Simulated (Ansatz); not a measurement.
**Sr on Ag(100): change of the work function**

Aim: the work function of Ag(100) at several coverages of Sr (hollow site), and the dipole that each adsorbate carries.

Program: Ansatz 0.2.0. Level of theory: plane-wave DFT, PBE, Ansatz PAW, in the first sound run; inputs show where later runs differ. Results are calculated unless marked as measured.

## Step 1: The structure

The cell holds 4 atoms: 4 Ag. Its edges and angles: a = 2.892 Å, b = 2.892 Å, c = 24.135 Å, α = 90.0°, β = 90.0°, γ = 90.0°. Vacuum lies along c.

## Step 2: The clean slab

The bare slab comes first, as the zero from which every change is counted. The two lowest layers are held at bulk places and the upper ones relax. The dipole correction removes the false field that a one-sided slab makes across the periodic vacuum, so each face gets a flat vacuum level of its own.

Contents of input.yaml:

```yaml
crystal:
  lattice:
    - [2.8920667351, 0.0, 0.0]
    - [0.0, 2.8920667351, 0.0]
    - [0.0, 0.0, 24.135]
  atoms:
    - { symbol: Ag, position: [0.5, 0.5, 0.3729024239] }
    - { symbol: Ag, position: [0.0, 0.0, 0.4576341413] }
    - { symbol: Ag, position: [0.5, 0.5, 0.5423658587] }
    - { symbol: Ag, position: [0.0, 0.0, 0.6270975761] }
kpoints:
  mp_grid: { grid: [10, 10, 1] }
hamiltonian:
  xc: pbe
scf:
  occupations: { method: fermi_dirac, width: 0.1 }
  convergence: { dr2_threshold: 1.0e-08 }
efield:
  axis: 3
  dipole_correction: true
  ramp_position: 0.97
  ramp_width: 0.06
relax:
  f_tol: 0.02
  max_steps: 60
  constraints: [{ sites: [0, 1] }]
output:
  write_potential: true
  write_density: true
  volumetric_format: npy
```

Command:

```sh
$ ansatz run input.yaml --threads 4 --pin off --max-ram 12288MiB --backend cpu --events-out ev --progress --plain --runs-dir out
```

Numbers of over 12 decimals in the logs are rounded to 6 here.

What it wrote:

```text
Engine: ansatz 0.2.0, aarch64-unknown-linux-gnu
Pseudopotentials: kind: paw
Pseudopotential: Ag, paw, valence charge 19, recommended cutoff 420 eV (normal), Ag.paw.azcp
Functional definition: PBE
  parameter kappa = 0.804
  parameter beta = 0.066725
  exchange = pbe_x(kappa = kappa, mu = beta*pi^2/3)
  correlation = pbe_c(beta = beta)
Crystal: 4 atoms, lattice volume = 201.866 Å³
Basis set: ecut = 420 eV, 3917 PW (Γ), exchange–correlation on 40×40×324 points (8 copies of the dense FFT grid, shifted against one another)
Bands: 46, of which v1, the nominal top of the filled ones, is band 38 counted from 1 (37 counted from 0)
Symmetry: 8 space group operations
k-points: 21 of 100
Non-local potential: Ag, projectors of the file, l = 0: 3, l = 1: 2, l = 2: 2, l = 3: 1
PAW form: soft (Blöchl's): semilocal exchange-correlation on the pseudo side does not see the compensation charge
PAW one-centre angular grid: Ag, 590 points (default); XC on 64 Gauss nodes
Initial density: superposition of atomic densities (neutral atoms: chi_scale 0, normalization atom), corrected by the library's trained network
Initial wavefunctions: pseudopotential atomic-orbital guess
Functional: x = pbe(κ = 0.804, μ = 0.219515), c = pbe(β = 0.066725)
SCF iter   1: F=—  HF=-30361.343992 eV  |F-HF|=—  |Δ(HF+E_count)|=         —  Δρ=9.64e-4  dr2=3.86e-3  ethr=1.77e-3  p=0.000 e·Å  D=3.51e-13 V/Å  ΔV_dip=-0.00 eV  dr2_dipole=6.44e-9  V_vac-E_F(+/−)=4.14/4.14 eV  ⟨swp⟩=7.9  Hψ=4149  notcnv=0  defer=5
efield: sawtooth ramp at fractional position 0.9700 (set: `efield.ramp_position`, or a place that a band, a saddle search or an elastic batch's reference lends), width 0.0600; the density the first Hamiltonian is built on has a dipole p = 0.000 e·Å; the dipole correction subtracts the counter field D = 3.51e-13 V/Å, which shifts the + side's vacuum level by -0.00 eV against the − side's; the planar-averaged density in the ramp window peaks in size at 4.8e-6 e/Å³
preconditioner: auto → LDOS  [metal: Δε(μ)=0.271 eV  Ē_g=8.983 eV  σ=0.100 eV  W_gap=0.48  n_scr=44 (ndim 8)  ℏωp=17.3 eV  f_vac=0.610  D(μ)=0.89/eV (n_scr^D=6)  β→1.0]
SCF iter   2: F=—  HF=-30361.349307 eV  |F-HF|=—  |Δ(HF+E_count)|=   5.31e-3  Δρ=1.16e-3  dr2=3.59e-3  ethr=5.07e-6  p=-0.000 e·Å  D=-3.47e-6 V/Å  ΔV_dip=0.00 eV  dr2_dipole=1.25e-8  V_vac-E_F(+/−)=4.18/4.18 eV  ⟨swp⟩=3.0  Hψ=2219  notcnv=0  defer=26
SCF iter   3: F=—  HF=-30361.348501 eV  |F-HF|=—  |Δ(HF+E_count)|=   8.06e-4  Δρ=2.03e-4  dr2=5.94e-5  ethr=4.72e-6  p=0.000 e·Å  D=6.15e-7 V/Å  ΔV_dip=-0.00 eV  dr2_dipole=2.68e-9  V_vac-E_F(+/−)=4.18/4.18 eV  ⟨swp⟩=2.0  Hψ=1411  notcnv=0  defer=26
SCF iter   4: F=—  HF=-30361.348543 eV  |F-HF|=—  |Δ(HF+E_count)|=   4.22e-5  Δρ=7.63e-5  dr2=1.25e-5  ethr=7.82e-8  p=0.000 e·Å  D=7.31e-7 V/Å  ΔV_dip=-0.00 eV  dr2_dipole=7.72e-11  V_vac-E_F(+/−)=4.18/4.18 eV  ⟨swp⟩=2.6  Hψ=1688  notcnv=0  defer=26
SCF iter   5: F=—  HF=-30361.348570 eV  |F-HF|=—  |Δ(HF+E_count)|=   2.70e-5  Δρ=2.57e-5  dr2=1.41e-6  ethr=1.64e-8  p=0.000 e·Å  D=4.39e-7 V/Å  ΔV_dip=-0.00 eV  dr2_dipole=2.45e-11  V_vac-E_F(+/−)=4.19/4.19 eV  ⟨swp⟩=2.0  Hψ=1397  notcnv=0  defer=26
SCF iter   6: F=—  HF=-30361.348547 eV  |F-HF|=—  |Δ(HF+E_count)|=   2.33e-5  Δρ=9.74e-6  dr2=2.35e-7  ethr=1.86e-9  p=0.000 e·Å  D=8.69e-8 V/Å  ΔV_dip=-0.00 eV  dr2_dipole=2.30e-14  V_vac-E_F(+/−)=4.19/4.19 eV  ⟨swp⟩=2.0  Hψ=1411  notcnv=0  defer=26
SCF iter   7: F=—  HF=-30361.348547 eV  |F-HF|=—  |Δ(HF+E_count)|=   2.42e-8  Δρ=2.66e-6  dr2=1.36e-8  ethr=3.09e-10  p=0.000 e·Å  D=1.03e-8 V/Å  ΔV_dip=-0.00 eV  dr2_dipole=1.12e-13  V_vac-E_F(+/−)=4.19/4.19 eV  ⟨swp⟩=2.0  Hψ=1388  notcnv=0  defer=26
SCF iter   8: F=-30361.348547 eV  HF=-30361.348547 eV  |F-HF|=1.64e-9  |Δ(HF+E_count)|=   3.47e-8  Δρ=6.26e-7  dr2=1.06e-9  ethr=1.32e-11  p=0.000 e·Å  D=1.28e-8 V/Å  ΔV_dip=-0.00 eV  dr2_dipole=1.38e-14  V_vac-E_F(+/−)=4.19/4.19 eV  ⟨swp⟩=8.4  Hψ=5688  notcnv=0
SCF 1 converged in 8 iterations: F = -30361.348547 eV  dr2 = 1.06e-9
  greatest PAW one-centre occupation: 1.000 electrons in one spin orbital (limit 2), on the Ag atom at site 2 (counted from 0), in its partial waves of l = 0
relax step   1: F+E_penalty+E_count = -30361.34854712 eV  Δ(F+E_penalty+E_count) = +0.000e0 eV  max|allowed force component| = 1.346e-1 eV/Å  Δτ_max = 0.0000 Å  (8 SCF iters, accepted)
Initial density: handed on by an earlier stage of this run
Initial wavefunctions: those handed on with the density
iter 1 solved again at ethr=4.21e-5 eV; its pass at ethr=3.10e-3 eV (dr2=3.20e-2 eV) is discarded
SCF iter   1: F=—  HF=-30361.364411 eV  |F-HF|=—  |Δ(HF+E_count)|=         —  Δρ=3.83e-3  dr2=2.92e-2  ethr=4.21e-5  p=0.000 e·Å  D=2.67e-7 V/Å  ΔV_dip=-0.00 eV  dr2_dipole=3.16e-5  V_vac-E_F(+/−)=4.21/4.21 eV  ⟨swp⟩=2.0  Hψ=3884  notcnv=0  defer=35
efield: sawtooth ramp at fractional position 0.9700 (set: `efield.ramp_position`, or a place that a band, a saddle search or an elastic batch's reference lends), width 0.0600; the density the first Hamiltonian is built on has a dipole p = 0.000 e·Å; the dipole correction subtracts the counter field D = 2.67e-7 V/Å, which shifts the + side's vacuum level by -0.00 eV against the − side's; the planar-averaged density in the ramp window peaks in size at 5.9e-7 e/Å³
preconditioner: auto → LDOS  [metal: Δε(μ)=0.152 eV  Ē_g=8.911 eV  σ=0.100 eV  W_gap=0.35  n_scr=44 (ndim 8)  ℏωp=17.3 eV  f_vac=0.604  D(μ)=0.97/eV (n_scr^D=6)  β→1.0]
SCF iter   2: F=—  HF=-30361.362543 eV  |F-HF|=—  |Δ(HF+E_count)|=   1.87e-3  Δρ=3.20e-3  dr2=3.58e-2  ethr=3.84e-5  p=0.002 e·Å  D=1.71e-3 V/Å  ΔV_dip=-0.04 eV  dr2_dipole=3.79e-3  V_vac-E_F(+/−)=4.15/4.19 eV  ⟨swp⟩=2.0  Hψ=1768  notcnv=0  defer=35
SCF iter   3: F=—  HF=-30361.354752 eV  |F-HF|=—  |Δ(HF+E_count)|=   7.79e-3  Δρ=6.27e-4  dr2=9.76e-4  ethr=3.84e-5  p=-0.000 e·Å  D=-3.06e-4 V/Å  ΔV_dip=0.01 eV  dr2_dipole=1.42e-4  V_vac-E_F(+/−)=4.21/4.20 eV  ⟨swp⟩=2.1  Hψ=1489  notcnv=0  defer=35
SCF iter   4: F=—  HF=-30361.354830 eV  |F-HF|=—  |Δ(HF+E_count)|=   7.77e-5  Δρ=6.42e-4  dr2=7.98e-4  ethr=1.28e-6  p=-0.000 e·Å  D=-3.17e-4 V/Å  ΔV_dip=0.01 eV  dr2_dipole=3.20e-6  V_vac-E_F(+/−)=4.21/4.20 eV  ⟨swp⟩=2.2  Hψ=1720  notcnv=0  defer=35
SCF iter   5: F=—  HF=-30361.354624 eV  |F-HF|=—  |Δ(HF+E_count)|=   2.06e-4  Δρ=3.94e-5  dr2=2.71e-6  ethr=1.05e-6  p=-0.001 e·Å  D=-5.19e-4 V/Å  ΔV_dip=0.01 eV  dr2_dipole=1.51e-7  V_vac-E_F(+/−)=4.21/4.20 eV  ⟨swp⟩=2.0  Hψ=1614  notcnv=0  defer=35
SCF iter   6: F=—  HF=-30361.354633 eV  |F-HF|=—  |Δ(HF+E_count)|=   8.49e-6  Δρ=1.61e-5  dr2=6.62e-7  ethr=3.56e-9  p=-0.001 e·Å  D=-5.54e-4 V/Å  ΔV_dip=0.01 eV  dr2_dipole=9.17e-8  V_vac-E_F(+/−)=4.21/4.20 eV  ⟨swp⟩=3.1  Hψ=1855  notcnv=0  defer=36
SCF iter   7: F=—  HF=-30361.354633 eV  |F-HF|=—  |Δ(HF+E_count)|=   2.54e-7  Δρ=4.44e-6  dr2=4.56e-8  ethr=8.72e-10  p=-0.001 e·Å  D=-5.78e-4 V/Å  ΔV_dip=0.01 eV  dr2_dipole=7.27e-9  V_vac-E_F(+/−)=4.21/4.20 eV  ⟨swp⟩=2.0  Hψ=1383  notcnv=0  defer=36
SCF iter   8: F=—  HF=-30361.354633 eV  |F-HF|=—  |Δ(HF+E_count)|=   4.00e-8  Δρ=3.15e-6  dr2=2.78e-8  ethr=1.32e-11  p=-0.001 e·Å  D=-5.92e-4 V/Å  ΔV_dip=0.01 eV  dr2_dipole=1.21e-9  V_vac-E_F(+/−)=4.21/4.20 eV  ⟨swp⟩=9.4  Hψ=6294  notcnv=0
SCF iter   9: F=-30361.354633 eV  HF=-30361.354633 eV  |F-HF|=5.31e-10  |Δ(HF+E_count)|=  4.33e-10  Δρ=6.34e-7  dr2=7.20e-10  ethr=1.32e-11  p=-0.001 e·Å  D=-5.95e-4 V/Å  ΔV_dip=0.01 eV  dr2_dipole=6.85e-11  V_vac-E_F(+/−)=4.21/4.20 eV  ⟨swp⟩=6.5  Hψ=5772  notcnv=0
SCF 2 converged in 9 iterations: F = -30361.354633 eV  dr2 = 7.20e-10
  greatest PAW one-centre occupation: 1.000 electrons in one spin orbital (limit 2), on the Ag atom at site 1 (counted from 0), in its partial waves of l = 0
relax step   2: F+E_penalty+E_count = -30361.35463305 eV  Δ(F+E_penalty+E_count) = -6.086e-3 eV  max|allowed force component| = 9.914e-2 eV/Å  Δτ_max = 0.1682 Å  (9 SCF iters, accepted)
SCF iter   1: F=—  HF=-30361.360274 eV  |F-HF|=—  |Δ(HF+E_count)|=         —  Δρ=1.66e-3  dr2=5.96e-3  ethr=7.05e-5  p=-0.001 e·Å  D=-5.95e-4 V/Å  ΔV_dip=0.01 eV  dr2_dipole=9.15e-5  V_vac-E_F(+/−)=4.21/4.19 eV  ⟨swp⟩=4.6  Hψ=2691  notcnv=0  defer=35
efield: sawtooth ramp at fractional position 0.9700 (set: `efield.ramp_position`, or a place that a band, a saddle search or an elastic batch's reference lends), width 0.0600; the density the first Hamiltonian is built on has a dipole p = -0.001 e·Å; the dipole correction subtracts the counter field D = -5.95e-4 V/Å, which shifts the + side's vacuum level by +0.01 eV against the − side's; the planar-averaged density in the ramp window peaks in size at 4.2e-7 e/Å³
preconditioner: auto → LDOS  [metal: Δε(μ)=0.119 eV  Ē_g=8.937 eV  σ=0.100 eV  W_gap=0.28  n_scr=44 (ndim 8)  ℏωp=17.3 eV  f_vac=0.606  D(μ)=0.92/eV (n_scr^D=6)  β→1.0]
SCF iter   2: F=—  HF=-30361.360258 eV  |F-HF|=—  |Δ(HF+E_count)|=   1.60e-5  Δρ=1.56e-3  dr2=7.27e-3  ethr=7.84e-6  p=-0.002 e·Å  D=-1.46e-3 V/Å  ΔV_dip=0.04 eV  dr2_dipole=2.03e-4  V_vac-E_F(+/−)=4.24/4.20 eV  ⟨swp⟩=2.1  Hψ=1964  notcnv=0  defer=35
SCF iter   3: F=—  HF=-30361.358524 eV  |F-HF|=—  |Δ(HF+E_count)|=   1.73e-3  Δρ=3.47e-4  dr2=2.18e-4  ethr=7.84e-6  p=-0.001 e·Å  D=-4.58e-4 V/Å  ΔV_dip=0.01 eV  dr2_dipole=6.99e-6  V_vac-E_F(+/−)=4.21/4.19 eV  ⟨swp⟩=2.0  Hψ=1521  notcnv=0  defer=35
SCF iter   4: F=—  HF=-30361.358501 eV  |F-HF|=—  |Δ(HF+E_count)|=   2.31e-5  Δρ=2.34e-4  dr2=1.02e-4  ethr=2.87e-7  p=-0.001 e·Å  D=-5.12e-4 V/Å  ΔV_dip=0.01 eV  dr2_dipole=7.38e-7  V_vac-E_F(+/−)=4.21/4.19 eV  ⟨swp⟩=2.6  Hψ=1719  notcnv=0  defer=35
SCF iter   5: F=—  HF=-30361.358480 eV  |F-HF|=—  |Δ(HF+E_count)|=   2.09e-5  Δρ=8.80e-5  dr2=1.49e-5  ethr=1.34e-7  p=-0.001 e·Å  D=-4.72e-4 V/Å  ΔV_dip=0.01 eV  dr2_dipole=3.90e-10  V_vac-E_F(+/−)=4.21/4.19 eV  ⟨swp⟩=2.2  Hψ=1365  notcnv=0  defer=35
SCF iter   6: F=—  HF=-30361.358502 eV  |F-HF|=—  |Δ(HF+E_count)|=   2.18e-5  Δρ=2.63e-5  dr2=1.40e-6  ethr=1.95e-8  p=-0.000 e·Å  D=-4.31e-4 V/Å  ΔV_dip=0.01 eV  dr2_dipole=7.32e-8  V_vac-E_F(+/−)=4.20/4.19 eV  ⟨swp⟩=2.0  Hψ=1396  notcnv=0  defer=35
SCF iter   7: F=—  HF=-30361.358500 eV  |F-HF|=—  |Δ(HF+E_count)|=   2.20e-6  Δρ=4.70e-6  dr2=8.59e-8  ethr=1.85e-9  p=-0.000 e·Å  D=-4.15e-4 V/Å  ΔV_dip=0.01 eV  dr2_dipole=2.36e-8  V_vac-E_F(+/−)=4.20/4.19 eV  ⟨swp⟩=2.0  Hψ=1650  notcnv=0  defer=35
SCF iter   8: F=—  HF=-30361.358500 eV  |F-HF|=—  |Δ(HF+E_count)|=   1.37e-8  Δρ=1.79e-6  dr2=1.10e-8  ethr=1.13e-10  p=-0.000 e·Å  D=-4.00e-4 V/Å  ΔV_dip=0.01 eV  dr2_dipole=3.18e-11  V_vac-E_F(+/−)=4.20/4.19 eV  ⟨swp⟩=2.1  Hψ=1412  notcnv=0  defer=35
SCF iter   9: F=-30361.358500 eV  HF=-30361.358500 eV  |F-HF|=2.18e-11  |Δ(HF+E_count)|=  1.75e-10  Δρ=7.12e-7  dr2=1.27e-9  ethr=1.32e-11  p=-0.000 e·Å  D=-3.99e-4 V/Å  ΔV_dip=0.01 eV  dr2_dipole=6.03e-11  V_vac-E_F(+/−)=4.20/4.19 eV  ⟨swp⟩=8.1  Hψ=5578  notcnv=0
SCF 3 converged in 9 iterations: F = -30361.358500 eV  dr2 = 1.27e-9
relax step   3: F+E_penalty+E_count = -30361.35849957 eV  Δ(F+E_penalty+E_count) = -3.867e-3 eV  max|allowed force component| = 9.172e-3 eV/Å  Δτ_max = 0.0697 Å  (9 SCF iters, accepted)
NSCF: frozen V_eff on 21 k-points
the band table was solved once a step of the walk had ended and its energy, with any forces and stress, was formed, with the checks that follow a solve (5017 applications of the Hamiltonian). They found nothing against the state; the energy, forces and stress were not computed again (output.eigenvalues in the input reference)
SCF converged after 9 iterations
Free energy (F): -30361.358500 eV
Harris-Foulkes:  -30361.358500 eV  (|F-HF|=2.18e-11)
Internal energy: -30361.325557 eV  (E = F + TS)
E sigma→0 (E₀):  -30361.342028 eV
Entropy (-TS):   -0.032943 eV (-8.236 meV/atom)
Fermi energy:    3.135281 eV
Dipole field:    D = -0.000410 V/Å  (p = -0.000457 e·Å, saw-weighted, corrected)
Work function:   Φ+ = 4.2041 eV   Φ− = 4.1942 eV
Levels:          The Fermi level and band energies are counted from a zero that moves with the ramp; work functions are not
--- Per-component energies (eV) ---
  E_band       = -2008.045546
  E_kinetic    = 2108.749965
  E_local      = -119380.447555  (includes V_loc(G=0)·N_el)
  E_nonlocal   = 321.350082
  E_hartree    = 58764.056107
  E_xc         = -737.573661
  E_vxc        = -936.853515  (∫ρ·V_xc dr)
  E_paw        = -15609.687593  (= ΣΔE_a)
  E_vpaw       = -1648.960062  (= ΣTr[D̂ρ^β])
  E_aug_tail   = 0.001302  (compensation charges beyond the density's cutoff)
  E_efield     = 0.000000  (sawtooth field / dipole correction)
  E_vefield    = 0.001306  (∫n·V_field dr)
  E_ewald      = 44172.225797
  E_smearing   = -0.032943  (= −TS)
  E_closure    = -0.000000  (closes the sum)
  Σ components = -30361.358500   (vs F -30361.358500, Δ=0.00e0)
--- Forces (eV/Å), atoms counted from 1 ---
  atom   1  Ag    -0.00000000     0.00000000    -0.08989732
  atom   2  Ag     0.00000000     0.00000000     0.07613468
  atom   3  Ag     0.00000000     0.00000000     0.00917215
  atom   4  Ag     0.00000000     0.00000000     0.00457939
  max |Σ_I F_I| component: 1.11e-5 eV/Å
--- Band table (eV; the first three rows and the last of 21) ---
  k-point 0: bands = [... 34 lower, 0.0456, 0.1250, 0.1919, 0.1919, 0.4016, 2.8369, 4.3327, 7.1850, ... 4 higher]
  k-point 1: bands = [... 34 lower, -0.0911, -0.0512, 0.0652, 0.2176, 0.8073, 3.1236, 4.7195, 7.3731, ... 4 higher]
  k-point 2: bands = [... 34 lower, -0.1664, -0.1527, 0.0641, 0.1952, 1.4655, 3.8500, 5.6806, 7.8911, ... 4 higher]
  k-point 20: bands = [... 34 lower, 0.5695, 0.5866, 5.5750, 5.5750, 7.4325, 7.4325, 9.8401, 9.8401, ... 4 higher]
--- Relaxed structure (3 steps of the walk, 3 accepted, 0 SCFs on fresh bases) ---
  F+E_penalty+E_count = -30361.35849957 eV   max|allowed force component| = 9.172e-3 eV/Å
  atoms:
    - { symbol: Ag, position: [0.5, 0.5, 0.3729024239] }
    - { symbol: Ag, position: [0.0, 0.0, 0.4576341413] }
    - { symbol: Ag, position: [0.5, 0.5, 0.545233] }
    - { symbol: Ag, position: [0, 0.0, 0.631181] }
```

The job ended after 17 s (4 threads of Arm Neoverse V1, shared host; peak memory 0.54 GiB; 63 s of CPU time).

Step by step:

| step | energy less that of the first step (eV) | largest force component (eV/Å) |
| --- | --- | --- |
| 1 | 0.0000 | 0.1346 |
| 2 | -0.0061 | 0.0991 |
| 3 | -0.0100 | 0.0092 |

Forces are held to the 8 operations that the run works with; a distortion that breaks them can't arise in this run.

The atoms that moved most (Å):

| atom | dx | dy | dz | length |
| --- | --- | --- | --- | --- |
| Ag4 | 0.000 | 0.000 | 0.099 | 0.099 |
| Ag3 | 0.000 | 0.000 | 0.069 | 0.069 |

The relaxed structure:

```cif
data_structure
_symmetry_space_group_name_H-M 'P 1'
_symmetry_Int_Tables_number 1
_cell_length_a 2.8921
_cell_length_b 2.8921
_cell_length_c 24.1350
_cell_angle_alpha 90.000
_cell_angle_beta 90.000
_cell_angle_gamma 90.000
_cell_volume 201.87
loop_
_atom_site_label
_atom_site_type_symbol
_atom_site_fract_x
_atom_site_fract_y
_atom_site_fract_z
_atom_site_occupancy
Ag1 Ag 0.50000 0.50000 0.37290 1
Ag2 Ag 0.00000 0.00000 0.45763 1
Ag3 Ag 0.50000 0.50000 0.54523 1
Ag4 Ag 0.00000 0.00000 0.63118 1
```

Numbers from this step:

| Item | Value |
| --- | --- |
| energy at zero smearing | -30361.3420 eV |
| work function, upper face | 4.204 eV |
| dipole along the normal | -4.57e-4 e·Å |

Running mean over 2.045 Å of the planar mean; the ramp of the sawtooth is left out. Electron's electrostatic potential energy less the Fermi level against z:

z (Å), electron's electrostatic potential energy less the Fermi level (eV) and a bar from the least value:
```
      3.0       4.19 ##############################
      3.5       4.19 ##############################
      4.0       4.19 ##############################
      4.5       4.19 ##############################
      5.0       4.19 ##############################
      5.5       4.18 ##############################
      6.0       4.14 ##############################
      6.5       4.02 #############################
      7.0       3.59 ############################
      7.5       1.90 #######################
      8.0      -1.30 ##############
      8.5      -4.36 #####
      9.0      -5.71 #
      9.5      -5.97 
     10.0      -6.02 
     10.5      -6.05 
     11.0      -6.02 
     11.5      -5.80 #
     12.0      -5.60 #
     12.5      -5.68 #
     13.0      -5.93 
     13.5      -5.95 
     14.0      -5.84 #
     14.5      -5.81 #
     15.0      -5.80 #
     15.5      -5.20 ##
     16.0      -2.85 #########
     16.5       0.53 ###################
     17.0       3.04 ###########################
     17.5       3.89 #############################
     18.0       4.12 ##############################
     18.5       4.18 ##############################
     19.0       4.20 ##############################
     19.5       4.20 ##############################
     20.0       4.20 ##############################
     20.5       4.20 ##############################
     21.0       4.20 ##############################
```

The relaxation took 3 steps and lowered the energy by 0.0100 eV; the largest force on the free atoms ends at 0.0092 eV/Å.

The work function of the upper face is 4.20 eV.

(Continued in part 2 of 4.)

[Logs are printed without paths, hosts, clocks, repeated set-up lines and the standing remarks that a program may print on its own settings, such as how far it seeks lower states.]

[Hosts, paths, dates, database ids (printed as entryN), source tags and the programs' standing remarks are cut or masked in the printed files.]

[Maps of the electrostatic potential energy from Ansatz leave out the sawtooth potential of an applied field or a dipole correction, so their vacuum need not be flat; planar profiles and work functions include it.]
